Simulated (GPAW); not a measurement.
# CrGe2As4 monolayer: simulated STM images

Wanted: filled- and empty-state images of CrGe2As4 monolayer, with its work function.

Program: GPAW 26.7.0. Level of theory: GPAW, PAW setups; layer in a repeated cell with vacuum, relaxation of atoms and in-plane cell, in the first sound run; inputs show where later runs differ. Results are calculated unless marked as measured.

Most raw output is cut from this account.

## 1. The starting structure

The cell holds 7 atoms: 4 As, 2 Ge and 1 Cr. Cell: a = 3.730 Å, b = 3.730 Å, c = 26.578 Å, α = 90.0°, β = 90.0°, γ = 120.0°. Vacuum lies along c.

## 2. Relaxation

The atoms are relaxed first, since the surface dipole, and with it the work function, follows the positions of the outer layers.

Input file run.py:

```python
import json
import numpy as np
from ase import Atoms
from ase.filters import FrechetCellFilter
from ase.optimize import BFGS
from gpaw import GPAW, PW

slab = Atoms(
    ['As', 'Ge', 'As', 'Cr', 'As', 'Ge', 'As'],
    positions=[
        [0.00000, 0.00000, 9.00000],
        [-0.00000, 2.15352, 9.86300],
        [-0.00000, 2.15352, 12.18300],
        [0.00000, 0.00000, 13.28917],
        [-0.00000, 2.15352, 14.39533],
        [-0.00000, 2.15352, 16.71533],
        [0.00000, 0.00000, 17.57833]],
    cell=[[3.73, 0.0, 0.0], [-1.865, 3.23027, 0.0], [0.0, 0.0, 26.5783]],
    pbc=[True, True, True])

slab.calc = GPAW(mode=PW(600), xc='PBE', kpts={'size': (9, 9, 1), 'gamma': True},
                 occupations={'name': 'fermi-dirac', 'width': 0.05}, nbands='200%',
                 convergence={'density': 1e-05}, maxiter=200,
                 symmetry={'tolerance': 1e-3}, txt='slab.txt')
result = {}
# The in-plane cell is free; stress needs a cell that repeats along all three vectors
path = []
opt = BFGS(FrechetCellFilter(slab, mask=[1, 1, 0, 0, 0, 1]), maxstep=0.2)
opt.attach(lambda: path.append((slab.get_potential_energy(), slab.positions.tolist(), slab.get_forces().tolist())))
result['relaxed'] = bool(opt.run(fmax=0.02, steps=45))
result['path'] = path
result['cell'] = slab.cell.tolist()
print('in-plane lattice', slab.cell.cellpar().round(4)[[0, 1, 5]])
energy = slab.get_potential_energy()
fermi = slab.calc.get_fermi_level()
v = slab.calc.get_electrostatic_potential().mean((0, 1)) - fermi
n = slab.calc.get_pseudo_density().mean((0, 1))
L = slab.cell[2, 2]
z = np.arange(len(v)) * L / len(v)
low, high = slab.positions[:, 2].min(), slab.positions[:, 2].max()
below, above = np.interp([low - 6.8, high + 6.8], z, v)
slopes = [np.interp(x, z, np.gradient(v, z)) for x in (low - 6.8, high + 6.8)]
eps = np.array([[slab.calc.get_eigenvalues(k, s) for k in range(len(slab.calc.get_ibz_k_points()))]
                for s in range(slab.calc.get_number_of_spins())]) - fermi
top, bottom = eps[eps < 0].max(), eps[eps > 0].min()
dipole = slab.get_dipole_moment()[2]
print(f'energy {energy:.4f} eV, Fermi level {fermi:.4f} eV, dipole {dipole:.5f} e A')
print(f'potential 6.8 A off the faces, from the Fermi level: lower {below:.4f} eV, upper {above:.4f} eV')
print(f'slope of the potential there: lower {slopes[0]:.5f}, upper {slopes[1]:.5f} eV/A')
print(f'nearest levels on the mesh: {top:.4f} and {bottom:.4f} eV')
print('magnetic moment', round(slab.get_magnetic_moment(), 3))
result.update(energy=energy, fermi=fermi, dipole=dipole, below=below, above=above, slopes=slopes, edges=[top, bottom],
              z=z.tolist(), v=v.tolist(), n=n.tolist(), positions=slab.positions.tolist(),
              forces=slab.get_forces(apply_constraint=False).tolist(), moments=slab.get_magnetic_moments().tolist())
json.dump(result, open('result.json', 'w'))
```

The run is started by

```bash
OMP_NUM_THREADS=1 OPENBLAS_NUM_THREADS=1 python run.py
```

Wall time 42 min (1 thread of Arm Neoverse V1, shared host); peak memory 0.65 GiB.

This run has no spin polarisation, although Cr can carry a moment.

This step gave:

| Item | Value |
| --- | --- |
| dipole along the normal | 0.002379 e·Å |
| levels nearest the Fermi level on the mesh | -0.07626, 0.06015 eV from the Fermi level |

The electrostatic potential energy of an electron (without an applied field's), less the Fermi level, planar mean by z:

```csv
z (Å),"electrostatic potential energy of an electron (without an applied field's), less the Fermi level, planar mean (eV)"
0.0,4.83
0.5,4.83
1.0,4.83
1.5,4.83
2.0,4.83
2.5,4.83
3.0,4.83
3.5,4.83
4.0,4.83
4.5,4.83
5.0,4.83
5.5,4.81
6.0,4.75
6.5,4.50
7.0,3.51
7.5,-0.332
8.0,-10.6
8.5,-12.1
9.0,-9.32
9.5,-13.2
10.0,-3.64
10.5,1.67
11.0,1.11
11.5,-6.18
12.0,-12.6
12.5,-5.74
13.0,-8.42
13.5,-9.40
14.0,-5.33
14.5,-11.9
15.0,-7.93
15.5,0.483
16.0,1.93
16.5,-2.35
17.0,-12.3
17.5,-10.2
18.0,-11.0
18.5,-12.2
19.0,-1.50
19.5,3.19
20.0,4.42
20.5,4.72
21.0,4.80
21.5,4.82
22.0,4.83
22.5,4.83
23.0,4.83
23.5,4.83
24.0,4.83
24.5,4.83
25.0,4.83
25.5,4.83
26.0,4.83
```

The pseudo valence density, planar mean oscillates, so the rows of the table below give means over windows of 1 Å about each position, cut where the curve ends. Its maxima inside the range that stand out by 2 % of the span (Å: e/Å³): 7.8: 0.256, 8.8: 0.421, 10.0: 0.221, 11.5: 0.246, 13.3: 0.451, 15.1: 0.246, 16.6: 0.221, 17.8: 0.421, 18.8: 0.256. Its minima: 8.1: 0.177, 9.5: 0.0545, 10.6: 0.114, 12.0: 0.176, 14.6: 0.176, 15.9: 0.114, 17.1: 0.0545, 18.4: 0.177.

Table of pseudo valence density, planar mean by z; means over each step:

```csv
z (Å),"pseudo valence density, planar mean (e/Å³)"
4,1.9e-5
5,3.0e-4
6,0.00485
7,0.0712
8,0.222
9,0.298
10,0.161
11,0.163
12,0.250
13,0.396
14,0.346
15,0.207
16,0.138
17,0.175
18,0.313
19,0.180
20,0.0244
21,0.00150
22,9.3e-5
23,6.0e-6
```

The relaxation lowered the energy of the cell by 2.56 eV (energies extrapolated to zero smearing; the optimiser's log prints free energies). The largest force left on a free atom is 0.0078 eV/Å.

## 3. Plane waves, PBE

The work function is the vacuum plateau of the electrostatic potential less the Fermi level; a dipole layer lets the two faces have plateaus of their own.

This step: GPAW, PAW setups; slab in vacuum (GPAW 26.7.0).

The cell differs from the one that the last finished run ended in (c 26.578 → 28.103 Å).

Input file run.py:

```python
import json
import numpy as np
from ase import Atoms
from ase.dft.stm import STM
from gpaw import GPAW, PW

slab = Atoms(
    ['As', 'Ge', 'As', 'Cr', 'As', 'Ge', 'As'],
    positions=[
        [-0.00000, 0.00000, 9.00000],
        [-0.00000, 2.10572, 10.20479],
        [-0.00000, 2.10572, 12.67782],
        [-0.00000, 0.00000, 14.05153],
        [-0.00000, 2.10572, 15.42523],
        [-0.00000, 2.10572, 17.89826],
        [0.00000, 0.00000, 19.10305]],
    cell=[[3.6472, 0.0, 0.0], [-1.8236, 3.15857, 0.0], [0.0, 0.0, 28.1031]],
    pbc=[True, True, False])

slab.calc = GPAW(mode=PW(400), xc='PBE', kpts={'size': (9, 9, 1), 'gamma': True},
                 occupations={'name': 'fermi-dirac', 'width': 0.05}, nbands='200%',
                 convergence={'density': 1e-05}, maxiter=200,
                 poissonsolver={'dipolelayer': 'xy'},
                 symmetry={'tolerance': 1e-3}, txt='slab.txt')
result = {}
energy = slab.get_potential_energy()
fermi = slab.calc.get_fermi_level()
v = slab.calc.get_electrostatic_potential().mean((0, 1)) - fermi
n = slab.calc.get_pseudo_density().mean((0, 1))
L = slab.cell[2, 2]
z = np.arange(len(v)) * L / len(v)
low, high = slab.positions[:, 2].min(), slab.positions[:, 2].max()
below, above = np.interp([low - 6.8, high + 6.8], z, v)
slopes = [np.interp(x, z, np.gradient(v, z)) for x in (low - 6.8, high + 6.8)]
eps = np.array([[slab.calc.get_eigenvalues(k, s) for k in range(len(slab.calc.get_ibz_k_points()))]
                for s in range(slab.calc.get_number_of_spins())]) - fermi
top, bottom = eps[eps < 0].max(), eps[eps > 0].min()
dipole = slab.get_dipole_moment()[2]
print(f'energy {energy:.4f} eV, Fermi level {fermi:.4f} eV, dipole {dipole:.5f} e A')
print(f'potential 6.8 A off the faces, from the Fermi level: lower {below:.4f} eV, upper {above:.4f} eV')
print(f'slope of the potential there: lower {slopes[0]:.5f}, upper {slopes[1]:.5f} eV/A')
print(f'nearest levels on the mesh: {top:.4f} and {bottom:.4f} eV')
print('magnetic moment', round(slab.get_magnetic_moment(), 3))
result.update(energy=energy, fermi=fermi, dipole=dipole, below=below, above=above, slopes=slopes, edges=[top, bottom],
              z=z.tolist(), v=v.tolist(), n=n.tolist(), positions=slab.positions.tolist(),
              forces=slab.get_forces(apply_constraint=False).tolist(), moments=slab.get_magnetic_moments().tolist())

# Images need the states of the whole zone, up to time reversal
slab.calc = slab.calc.fixed_density(symmetry={'point_group': False}, txt='states.txt', nbands='290%',
                                    convergence={'bands': 'CBM+1.3'})
stm = STM(slab)
result['stm'] = []
for bias in [-1.0, 1.0]:
    height = high + 3.5
    current = stm.get_averaged_current(bias, height)
    x, y, h = stm.scan(bias, current)
    i, f = divmod(height / L * stm.ldos.shape[2], 1)
    I = abs((1 - f) * stm.ldos[:, :, int(i)] + f * stm.ldos[:, :, int(i) + 1])
    print(f'bias {bias} V: mean current at 3.5 A {current:.4e}, corrugation {np.ptp(h):.4f} A')
    result['stm'].append(dict(bias=bias, current=current, h=(h - high).tolist(), I=I.tolist()))
json.dump(result, open('result.json', 'w'))
```

The job ended after 5.7 min (1 thread; peak memory 0.57 GiB).

This step gave:

```
dipole along the normal                    : 6.70e-4 e·Å
levels nearest the Fermi level on the mesh : -0.07582, 0.06026 eV from the Fermi level
upper work function                        : 4.837 eV
lower work function                        : 4.820 eV
corrugation -1                             : 0.1974 Å
corrugation 1                              : 0.3424 Å
```

The electrostatic potential energy of an electron (without an applied field's), less the Fermi level, planar mean oscillates, so the rows of the table below give means over windows of 1.87 Å about each position, cut where the curve ends. Its maxima inside the range that stand out by 2 % of the span (Å: eV): 9.6: -8.67, 11.4: 2.10, 13.4: -5.25, 14.7: -5.25, 16.7: 2.11, 18.5: -8.66. Its minima: 9.1: -14.1, 10.2: -13.6, 12.7: -13.0, 14.1: -10.8, 15.4: -13.0, 17.9: -13.6, 19.0: -14.1.

Electrostatic potential energy of an electron (without an applied field's), less the Fermi level, planar mean against z; means over each step:

```csv
z (Å),"electrostatic potential energy of an electron (without an applied field's), less the Fermi level, planar mean (eV)"
0.94,4.82
2.81,4.82
4.68,4.82
6.54,4.70
8.42,-4.25
10.29,-7.74
12.16,-4.67
14.03,-7.40
15.90,-4.92
17.77,-7.39
19.64,-4.65
21.50,4.70
23.38,4.84
25.25,4.84
27.11,4.84
```

The pseudo valence density, planar mean oscillates, so the rows of the table below give means over windows of 1 Å about each position, cut where the curve ends. Its maxima inside the range that stand out by 2 % of the span (Å: e/Å³): 8.5: 0.254, 9.6: 0.422, 10.6: 0.224, 12.3: 0.246, 13.9: 0.440, 15.8: 0.246, 17.5: 0.224, 18.5: 0.422, 19.6: 0.254. Its minima: 9.0: 0.172, 10.2: 0.0583, 11.4: 0.115, 12.7: 0.171, 15.4: 0.171, 16.7: 0.115, 17.9: 0.0583, 19.2: 0.172.

The pseudo valence density, planar mean by z; means over each step:

z (Å), pseudo valence density, planar mean (e/Å³) and a bar:
```
        5      0.000 
        6      0.001 
        7      0.009 #
        8      0.118 #########
        9      0.257 ###################
       10      0.241 ##################
       11      0.159 ############
       12      0.187 ##############
       13      0.283 #####################
       14      0.401 ##############################
       15      0.302 #######################
       16      0.194 ##############
       17      0.153 ###########
       18      0.219 ################
       19      0.274 ####################
       20      0.139 ##########
       21      0.013 #
       22      0.001 
       23      0.000 
       24      0.000
```

Tip height over the top atom over a1 and a2. Sample bias -1 V, constant current at the mean current 3.5 Å over the top atom.

Ten even steps from '0' (3.40 Å) to '9' (3.60 Å):
```
998865422224568899
988754211124578899
887543111134578888
765431000134567888
654310000134566776
442100000124455655
321100001123444444
221100011222333332
221111112222222222
222333222211111112
344444432211111122
455555443211011234
667766543211112345
788876543211123456
888887643211234678
999887543212345788
999886542222456889
999876432223467899
```
Columns: a1 from 0 to 0.944; rows upwards: a2 from 0 to 0.944.

Local density of states summed over the bias window over a1 and a2. Sample bias -1 V, constant height 3.5 Å over the top atom.

Ten even steps from '0' (1.09 × 1e-5 arbitrary) to '9' (1.77 × 1e-5 arbitrary):
```
998653211112356899
987542110112457899
765431100113456788
654321000123456676
432110000112345555
321100000112344444
211000000112233332
110000000111222221
111111111111111111
111121111111000111
222332221110000111
334443322100000122
455554432100001234
667665432100012345
788765432111123456
999875432111234578
999865421111245689
999764321112346799
```
Columns: a1 from 0 to 0.944; rows upwards: a2 from 0 to 0.944.

Tip height over the top atom over a1 and a2. Sample bias 1 V, constant current at the mean current 3.5 Å over the top atom.

Ten even steps from '_' (3.33 Å) to '@' (3.67 Å):
```
@@@@%%##**++==::::::::==++**##%%@@@@
@@%%##**++==::......::==++**##%%@@@@
%%##**++==::..____..::==++**##%%%%%%
##**++==::..______..::==++**########
**++==::..________..::==++****####**
++==::..__________..::==++++******++
--::..____________..::--====++++====
::::..__________..::::----======----
::::............::::::::--------::::
::::::::::::::::::::::::::::::::::::
--============----::::::::::::::::--
++++++++++++++==----::::::::::----==
************++====--::::::::--====++
##########****++==--::::::--==++****
%%%%%%%%####**++==--::::--==++**####
@@@@@@%%####**==--::::::--==**####%%
@@@@@@%%##**++==--::::--==++**##%%@@
@@@@@@%%##**++--::::::--++**##%%@@@@
```
Columns: a1 from 0 to 0.944; rows upwards: a2 from 0 to 0.944.

Local density of states summed over the bias window over a1 and a2. Sample bias 1 V, constant height 3.5 Å over the top atom.

Ten even steps from '0' (3.02 × 1e-6 arbitrary) to '9' (7.17 × 1e-6 arbitrary):
```
998654211112456899
887542111112457889
765431100113456788
654311000113456777
442110000112445665
321100000112344444
211000000112333333
111000001112222222
111111111111222211
111111111111111111
222332222111111112
344444332211111223
455554432211112234
667665432211122345
788776432211223467
898876432111234678
999875432112345789
998764321112346789
```
Columns: a1 from 0 to 0.944; rows upwards: a2 from 0 to 0.944.

The potential is flat to 1.8e-4 eV/Å where it is read, so the vacuum is wide enough.

## 4. A changed run

One more run, with changed settings.

Input file run.py:

```python
import json
import numpy as np
from ase import Atoms
from gpaw import GPAW, PW

slab = Atoms(
    ['As', 'Ge', 'As', 'Cr', 'As', 'Ge', 'As'],
    positions=[
        [-0.00000, 0.00000, 9.00000],
        [-0.00000, 2.10572, 10.20479],
        [-0.00000, 2.10572, 12.67782],
        [-0.00000, 0.00000, 14.05153],
        [-0.00000, 2.10572, 15.42523],
        [-0.00000, 2.10572, 17.89826],
        [0.00000, 0.00000, 19.10305]],
    cell=[[3.6472, 0.0, 0.0], [-1.8236, 3.15857, 0.0], [0.0, 0.0, 28.1031]],
    pbc=[True, True, False])

slab.calc = GPAW(mode=PW(400), xc='PBE', kpts={'size': (9, 9, 1), 'gamma': True},
                 occupations={'name': 'fermi-dirac', 'width': 0.05}, nbands='200%',
                 convergence={'density': 1e-05}, maxiter=75,
                 poissonsolver={'dipolelayer': 'xy'},
                 symmetry={'tolerance': 1e-3}, txt='slab.txt')
result = {}
energy = slab.get_potential_energy()
fermi = slab.calc.get_fermi_level()
v = slab.calc.get_electrostatic_potential().mean((0, 1)) - fermi
n = slab.calc.get_pseudo_density().mean((0, 1))
L = slab.cell[2, 2]
z = np.arange(len(v)) * L / len(v)
low, high = slab.positions[:, 2].min(), slab.positions[:, 2].max()
below, above = np.interp([low - 1.0, high + 1.0], z, v)
slopes = [np.interp(x, z, np.gradient(v, z)) for x in (low - 1.0, high + 1.0)]
eps = np.array([[slab.calc.get_eigenvalues(k, s) for k in range(len(slab.calc.get_ibz_k_points()))]
                for s in range(slab.calc.get_number_of_spins())]) - fermi
top, bottom = eps[eps < 0].max(), eps[eps > 0].min()
dipole = slab.get_dipole_moment()[2]
print(f'energy {energy:.4f} eV, Fermi level {fermi:.4f} eV, dipole {dipole:.5f} e A')
print(f'potential 1.0 A off the faces, from the Fermi level: lower {below:.4f} eV, upper {above:.4f} eV')
print(f'slope of the potential there: lower {slopes[0]:.5f}, upper {slopes[1]:.5f} eV/A')
print(f'nearest levels on the mesh: {top:.4f} and {bottom:.4f} eV')
print('magnetic moment', round(slab.get_magnetic_moment(), 3))
result.update(energy=energy, fermi=fermi, dipole=dipole, below=below, above=above, slopes=slopes, edges=[top, bottom],
              z=z.tolist(), v=v.tolist(), n=n.tolist(), positions=slab.positions.tolist(),
              forces=slab.get_forces(apply_constraint=False).tolist(), moments=slab.get_magnetic_moments().tolist())
json.dump(result, open('result.json', 'w'))
```

It took 76 s on 1 thread; peak memory 0.26 GiB.

The run finished. A setting was moved off its sound value on purpose, so it serves as a test and not as the result.

The fault put into the input: the potential probed 1 A off the face (probe = 1.0).

## 5. Results

```yaml
work_function_upper_and_lower_face: 4.837 and 4.820 eV
dipole_along_the_normal: 6.7e-4 e Å, near the numerical noise
corrugation_at_minus_1_v: 0.197 Å
corrugation_at_1_v: 0.342 Å
```

In words: The corrugation at constant current is largest at 1 V, where the tip height varies by 0.34 Å over the cell. Negative sample bias images filled states, positive bias empty ones. The images are of Tersoff-Hamann type: an s-wave tip, no tip-sample forces, heights closer than in a microscope. The small printed dipole stands for a step of -11 meV from the lower to the upper face, and the probes find 17 meV; values this small are near the numerical noise of both. The runs had no spin polarisation, so a magnetic state, which thin layers of d-metal atoms can have, wasn't tested. The layer's cell and atoms come from the relaxation; spin-orbit coupling and temperature are left out.

[Logs are printed without paths, hosts, clocks, repeated set-up lines and the standing remarks that a program may print on its own settings, such as how far it seeks lower states.]

[Hosts, paths, dates, database ids (printed as entryN), source tags and the programs' standing remarks are cut or masked in the printed files.]
